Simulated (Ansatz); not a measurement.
# Σ3 (112) boundary in bcc Mo: structure and resistance, part 3 of 3

Aim: the relaxed structure and the specific resistance of the Σ3 (112) boundary in bcc Mo.

Ansatz 0.2.0; Ansatz plane-wave DFT, PBE, PAW files; relaxation of a bicrystal slab with its lowest layers held; PAW set soft_1 (the session's first sound run).

So far. Step 3 (Transmission across the boundary): Over the solved energies the transmission per spin lies between 1.10 and 1.13, out of 1.99 channels of the lead on average (up to 2.04). Step 4 (Specific resistance): Averaged over the energies near the Fermi level, 56.1 % of the channels pass, which makes 0.615 fΩ m².

## Step 5: Single-crystal slab for reference

The free faces cost energy too. A single-crystal slab with the same faces and held layers is relaxed, so that they cancel.

This step: Ansatz plane-wave DFT, PBE, PAW files; relaxation of a single-crystal slab with its lowest layers held; PAW set soft_1 (Ansatz 0.2.0).

System of this step: Mo slab, plane (1, 1, 2). The cell holds 15 atoms: 15 Mo. Its edges and angles: a = 2.725 Å, b = 4.451 Å, c = 28.987 Å, α = 90.0°, β = 90.0°, γ = 90.0°. It derives from Mo. Vacuum lies along c.

input.yaml

```yaml
crystal:
  lattice:
    - [2.7253819457, 0.0, 0.0]
    - [0.0, 4.4505300808, 0.0]
    - [0.0, 0.0, 28.9866031814]
  atoms:
    - { symbol: Mo, position: [0.3333333332, 0.0, 0.1724934781] }
    - { symbol: Mo, position: [0.6666666665, 0.5, 0.2168159315] }
    - { symbol: Mo, position: [0.9999999999, 0.0, 0.261138385] }
    - { symbol: Mo, position: [0.3333333332, 0.5, 0.3054608384] }
    - { symbol: Mo, position: [0.6666666665, 0.0, 0.3497832919] }
    - { symbol: Mo, position: [0.9999999999, 0.5, 0.3941057453] }
    - { symbol: Mo, position: [0.3333333332, 0.0, 0.4384281987] }
    - { symbol: Mo, position: [0.6666666666, 0.5, 0.4827506522] }
    - { symbol: Mo, position: [0.9999999999, 0.0, 0.5270731056] }
    - { symbol: Mo, position: [0.3333333333, 0.5, 0.5713955591] }
    - { symbol: Mo, position: [0.6666666666, 0.0, 0.6157180125] }
    - { symbol: Mo, position: [1.0, 0.5, 0.660040466] }
    - { symbol: Mo, position: [0.3333333333, 0.0, 0.7043629194] }
    - { symbol: Mo, position: [0.6666666667, 0.5, 0.7486853729] }
    - { symbol: Mo, position: [0.0, 0.0, 0.7930078263] }
kpoints:
  mp_grid: { grid: [9, 5, 1] }
hamiltonian:
  xc: pbe
  pseudopotentials: { kind: paw, azcp: { folder: soft_1 } }
scf:
  occupations: { method: fermi_dirac, width: 0.1 }
relax:
  f_tol: 0.03
  max_steps: 80
  constraints: [{ sites: [0, 1, 2] }]
```

Command:

```bash
ansatz run input.yaml --threads 8 --pin off --max-ram 15360MiB --backend cpu --events-out ev --progress --plain --runs-dir out
```

Numbers of over 12 decimals in the logs are rounded to 6 here.

What it wrote:

```text
Warning: crystal.symmetry: narrowed to the stabiliser of the relax constraints — unitary ops 4 → 2; lowered at sites 0, 1, 2, 12, 13, 14 (the operations that carried what is held of a site onto what its image site leaves free; the constrained walk keeps no symmetry that its constraints do not admit)
[...]
Crystal: 15 atoms, lattice volume = 351.590 Å³
Basis set: ecut = 420 eV, 6951 PW (Γ), exchange–correlation on 40×60×400 points (8 copies of the dense FFT grid, shifted against one another)
Bands: 126, of which v1, the nominal top of the filled ones, is band 105 counted from 1 (104 counted from 0)
Symmetry: 2 space group operations
k-points: 15 of 45 (time reversal used)
[...]
SCF iter   1: F=—  HF=-74348.042399 eV  |F-HF|=—  |Δ(HF+E_count)|=         —  Δρ=8.91e-2  dr2=1.53e2  ethr=3.10e-3  ⟨swp⟩=8.1  Hψ=8371  notcnv=0
[...]
SCF iter  10: F=-74336.231642 eV  HF=-74336.231644 eV  |F-HF|=1.63e-6  |Δ(HF+E_count)|=   1.50e-6  Δρ=1.41e-5  dr2=2.44e-6  ethr=1.07e-8  ⟨swp⟩=4.3  Hψ=5566  notcnv=0
SCF 1 converged in 10 iterations: F = -74336.231642 eV  dr2 = 2.44e-6
[...]
relax step   1: F+E_penalty+E_count = -74336.23164224 eV  Δ(F+E_penalty+E_count) = +0.000e0 eV  max|allowed force component| = 1.524e0 eV/Å  Δτ_max = 0.0000 Å  (10 SCF iters, dr2 threshold 2.25e-5 eV, accepted)
[...]
SCF iter   1: F=—  HF=-74336.415328 eV  |F-HF|=—  |Δ(HF+E_count)|=         —  Δρ=1.08e-2  dr2=2.00e0  ethr=7.33e-4  ⟨swp⟩=1.6  Hψ=6297  notcnv=0
eigensolver tolerance schedule calibrated: the retry pair's looser diagonalisation under-reported the residual by θ = 0.23 (0.37/decade); ethr = c·dr2/N_el runs at the constant in force after the calibration composes with the one it found (an armed cap, an earlier calibration), c = 7.4e-3
[...]
SCF iter   2: F=—  HF=-74336.378337 eV  |F-HF|=—  |Δ(HF+E_count)|=   3.70e-2  Δρ=4.22e-3  dr2=1.77e-1  ethr=7.03e-5  ⟨swp⟩=3.7  Hψ=4792  notcnv=0
[...]
SCF iter   5: F=-74336.354251 eV  HF=-74336.354253 eV  |F-HF|=1.76e-6  |Δ(HF+E_count)|=   4.42e-5  Δρ=9.46e-5  dr2=6.03e-5  ethr=3.51e-9  ⟨swp⟩=3.1  Hψ=8526  notcnv=0
SCF 2 converged in 5 iterations: F = -74336.354251 eV  dr2 = 6.03e-5
[...]
relax step   2: F+E_penalty+E_count = -74336.35425130 eV  Δ(F+E_penalty+E_count) = -1.226e-1 eV  max|allowed force component| = 1.037e0 eV/Å  Δτ_max = 0.1950 Å  (5 SCF iters, dr2 threshold 1.00e-4 eV, accepted)
[...]
SCF iter   6: F=-74336.413109 eV  HF=-74336.413116 eV  |F-HF|=6.71e-6  |Δ(HF+E_count)|=   2.37e-6  Δρ=2.86e-5  dr2=9.81e-6  ethr=1.06e-8  ⟨swp⟩=4.7  Hψ=5760  notcnv=0
SCF 3 converged in 6 iterations: F = -74336.413109 eV  dr2 = 9.81e-6
[...]
relax step   3: F+E_penalty+E_count = -74336.41310888 eV  Δ(F+E_penalty+E_count) = -5.886e-2 eV  max|allowed force component| = 1.124e-1 eV/Å  Δτ_max = 0.1208 Å  (6 SCF iters, dr2 threshold 6.73e-5 eV, accepted)
[...]
relax step   4: F+E_penalty+E_count = -74336.41531218 eV  Δ(F+E_penalty+E_count) = -2.203e-3 eV  max|allowed force component| = 6.986e-2 eV/Å  Δτ_max = 0.0307 Å  (8 SCF iters, accepted)
SCF iter   1: F=—  HF=-74336.416880 eV  |F-HF|=—  |Δ(HF+E_count)|=         —  Δρ=8.48e-4  dr2=6.43e-3  ethr=8.73e-6  ⟨swp⟩=2.1  Hψ=3084  notcnv=0
[...]
SCF iter   6: F=-74336.416345 eV  HF=-74336.416345 eV  |F-HF|=1.79e-8  |Δ(HF+E_count)|=   8.11e-9  Δρ=1.88e-6  dr2=2.52e-8  ethr=4.76e-11  ⟨swp⟩=5.3  Hψ=6856  notcnv=0
SCF 5 converged in 6 iterations: F = -74336.416345 eV  dr2 = 2.52e-8
relax step   5: F+E_penalty+E_count = -74336.41634510 eV  Δ(F+E_penalty+E_count) = -1.033e-3 eV  max|allowed force component| = 1.332e-2 eV/Å  Δτ_max = 0.0098 Å  (6 SCF iters, accepted)
SCF converged after 6 iterations
Free energy (F): -74336.416345 eV
[...]
Internal energy: -74336.044099 eV  (E = F + TS)
E sigma→0 (E₀):  -74336.230222 eV
Entropy (-TS):   -0.372246 eV (-24.816 meV/atom)
Fermi energy:    12.747129 eV
[...]
--- Forces (eV/Å), atoms counted from 1 ---
  atom   1  Mo    -0.04953233     0.00000000     1.54245563
  atom   2  Mo    -0.22031391    -0.00000000    -0.93413106
  atom   3  Mo     0.27853161     0.00000000    -0.60942673
  atom   4  Mo    -0.00236900    -0.00000000    -0.00727638
  atom   5  Mo    -0.00020709    -0.00000000    -0.00017254
  atom   6  Mo    -0.00497301    -0.00000000    -0.01019393
  atom   7  Mo     0.00270772     0.00000000     0.00827904
  atom   8  Mo     0.00018833    -0.00000000     0.00396266
  atom   9  Mo     0.00435245    -0.00000000     0.01332411
  atom  10  Mo    -0.00111781     0.00000000     0.00314302
  atom  11  Mo    -0.00148622     0.00000000     0.00427074
  atom  12  Mo     0.00014515     0.00000000     0.00138122
  atom  13  Mo     0.00538003     0.00000000    -0.00537464
  atom  14  Mo    -0.00727991     0.00000000    -0.00329529
  atom  15  Mo    -0.00405570    -0.00000000    -0.00703909
  max |Σ_I F_I| component: 9.32e-5 eV/Å
--- Relaxed structure (5 steps of the walk, 5 accepted, 0 SCFs on fresh bases) ---
  F+E_penalty+E_count = -74336.41634510 eV   max|allowed force component| = 1.332e-2 eV/Å
  atoms:
    - { symbol: Mo, position: [0.333333, 0.0, 0.172493] }
    - { symbol: Mo, position: [0.666667, 0.5, 0.216816] }
    - { symbol: Mo, position: [1.000000, 0.0, 0.261138] }
    - { symbol: Mo, position: [0.329183, 0.5, 0.305239] }
    - { symbol: Mo, position: [0.660501, 0, 0.350808] }
    - { symbol: Mo, position: [0.989473, 0.5, 0.395037] }
    - { symbol: Mo, position: [0.323689, 0, 0.439698] }
    - { symbol: Mo, position: [0.656340, 0.5, 0.484548] }
    - { symbol: Mo, position: [0.986920, 0, 0.528954] }
    - { symbol: Mo, position: [0.324957, 0.5, 0.573848] }
    - { symbol: Mo, position: [0.651533, 0, 0.617733] }
    - { symbol: Mo, position: [0.981427, 0.5, 0.663696] }
    - { symbol: Mo, position: [0.305720, 0, 0.708171] }
    - { symbol: Mo, position: [0.665028, 0.5, 0.753139] }
    - { symbol: Mo, position: [-0.000601018, 0, 0.790781] }
```

Wall time 63 s (8 threads of Intel Xeon at 2.50GHz (Skylake/Cascade Lake), shared host); peak memory 1.9 GiB; 7.7 min of CPU time.

The steps of the relaxation:

```tsv
step	energy less that of the first step (eV)	largest force component (eV/Å)
1	0.0000	1.5244
2	-0.1226	1.0375
3	-0.1815	0.1124
4	-0.1837	0.0699
5	-0.1847	0.0133
```

The atoms that moved most (Å):

```tsv
atom	dx	dy	dz	length
Mo13	-0.075	0.000	0.110	0.134
Mo14	-0.004	0.000	0.129	0.129
Mo12	-0.051	0.000	0.106	0.117
Mo10	-0.023	0.000	0.071	0.075
Mo11	-0.041	0.000	0.058	0.072
Mo9	-0.036	0.000	0.055	0.065
Mo15	-0.002	0.000	-0.065	0.065
Mo8	-0.028	0.000	0.052	0.059
```

Final coordinates:

```xyz
15
Lattice="2.7254 0.0000 0.0000 0.0000 4.4505 0.0000 0.0000 0.0000 28.9866" Properties=species:S:1:pos:R:3
Mo    0.9085    0.0000    5.0000
Mo    1.8169    2.2253    6.2848
Mo    2.7254    0.0000    7.5695
Mo    0.8972    2.2253    8.8478
Mo    1.8001    0.0000   10.1687
Mo    2.6967    2.2253   11.4508
Mo    0.8822    0.0000   12.7453
Mo    1.7888    2.2253   14.0454
Mo    2.6897    0.0000   15.3326
Mo    0.8856    2.2253   16.6339
Mo    1.7757    0.0000   17.9060
Mo    2.6748    2.2253   19.2383
Mo    0.8332    0.0000   20.5275
Mo    1.8125    2.2253   21.8310
Mo   -0.0016    0.0000   22.9221
```

Numbers from this step:

- free energy: -74336.4163 eV
- energy at zero smearing: -74336.2302 eV
- Fermi energy: 12.75 eV

The largest force component on a free atom ends at 0.013 eV/Å, under the tolerance of 0.03, after 5 steps.

## Step 6: Bulk reference

The perfect crystal gives the energy per atom, for the atoms by which bicrystal and slab differ.

This step: Ansatz plane-wave DFT, PBE, PAW files; bulk reference; PAW set soft_1 (Ansatz 0.2.0).

System of this step: Mo. Symmetry: Im-3m, No. 229, cubic system. The conventional cell has a = 3.147 Å, b = 3.147 Å, c = 3.147 Å, α = 90.00°, β = 90.00°, γ = 90.00°. Mo has 8 Mo at 2.73 Å nearest.

input.yaml, the sections that differ from step 5:

```yaml
crystal:
  lattice:
    - [-1.5735, 1.5735, 1.5735]
    - [1.5735, -1.5735, 1.5735]
    - [1.5735, 1.5735, -1.5735]
  atoms:
    - { symbol: Mo, position: [0.0, 0.0, 0.0] }
kpoints:
  mp_grid: { grid: [19, 19, 19] }
# hamiltonian, scf: as in step 5
# relax: removed
```

What it wrote:

```text
[...]
Crystal: 1 atoms, lattice volume = 15.583 Å³
Basis set: ecut = 420 eV, 321 PW (Γ)
Bands: 11, of which v1, the nominal top of the filled ones, is band 7 counted from 1 (6 counted from 0)
Symmetry: 48 space group operations
[...]
k-points: 220 of 6859
[...]
SCF iter   1: F=—  HF=-4956.682293 eV  |F-HF|=—  |Δ(HF+E_count)|=         —  Δρ=1.06e-1  dr2=1.75e0  ethr=3.10e-3  ⟨swp⟩=5.0  Hψ=13536  notcnv=0
[...]
SCF iter   6: F=-4956.064799 eV  HF=-4956.064799 eV  |F-HF|=2.67e-8  |Δ(HF+E_count)|=   1.10e-7  Δρ=3.18e-5  dr2=4.55e-8  ethr=7.14e-10  ⟨swp⟩=3.0  Hψ=5754  notcnv=0
SCF 1 converged in 6 iterations: F = -4956.064799 eV  dr2 = 4.55e-8
[...]
SCF converged after 6 iterations
Free energy (F): -4956.064799 eV
[...]
Internal energy: -4956.043863 eV  (E = F + TS)
E sigma→0 (E₀):  -4956.054331 eV
Entropy (-TS):   -0.020936 eV (-20.936 meV/atom)
Fermi energy:    21.155097 eV
[...]
```

The job ended after 0.81 s (8 threads; peak memory 0.31 GiB; 3.4 s of CPU time).

This step gave:

```
free energy             : -4956.0648 eV
energy at zero smearing : -4956.0543 eV
Fermi energy            : 21.16 eV
```

## Step 7: Boundary energy

This step: Ansatz plane-wave DFT, PBE, PAW files; bicrystal less single-crystal slab less bulk atoms, a boundary area; PAW set soft_1 (Ansatz 0.2.0).

This step gave:

* excess energy of the cell: 0.4118 eV
* boundary energy: 0.5440 J/m²

The boundary costs 0.54 J/m².

By hand: 0.412 eV / 12.13 Å² × 16.02 = 0.544 J/m².

## Step 8: What came out

| Item | Value |
| --- | --- |
| specific resistance of the boundary | 0.615 fΩ m² |
| share of channels that pass | 0.561 |
| boundary energy | 0.544 J/m² |

The boundary has a specific resistance of 0.61 fΩ m² and an energy of 0.54 J/m². The boundary reflects 44 % of the channels; 0.61 fΩ m² is 6.1×10⁻¹² Ω·cm². That equals the resistance of 11 nm of bulk Mo at 300 K (measured 5.52 µΩ cm, CRC Handbook of Chemistry and Physics, 84th ed., 2003, Electrical Resistivity of Pure Metals). One starting structure was relaxed; another shift or atom count at the boundary may lie lower.

[Logs are printed without paths, hosts, clocks, repeated set-up lines and the standing remarks that a program may print on its own settings, such as how far it seeks lower states.]

[Hosts, paths, dates, database ids (printed as entryN), source tags and the programs' standing remarks are cut or masked in the printed files.]
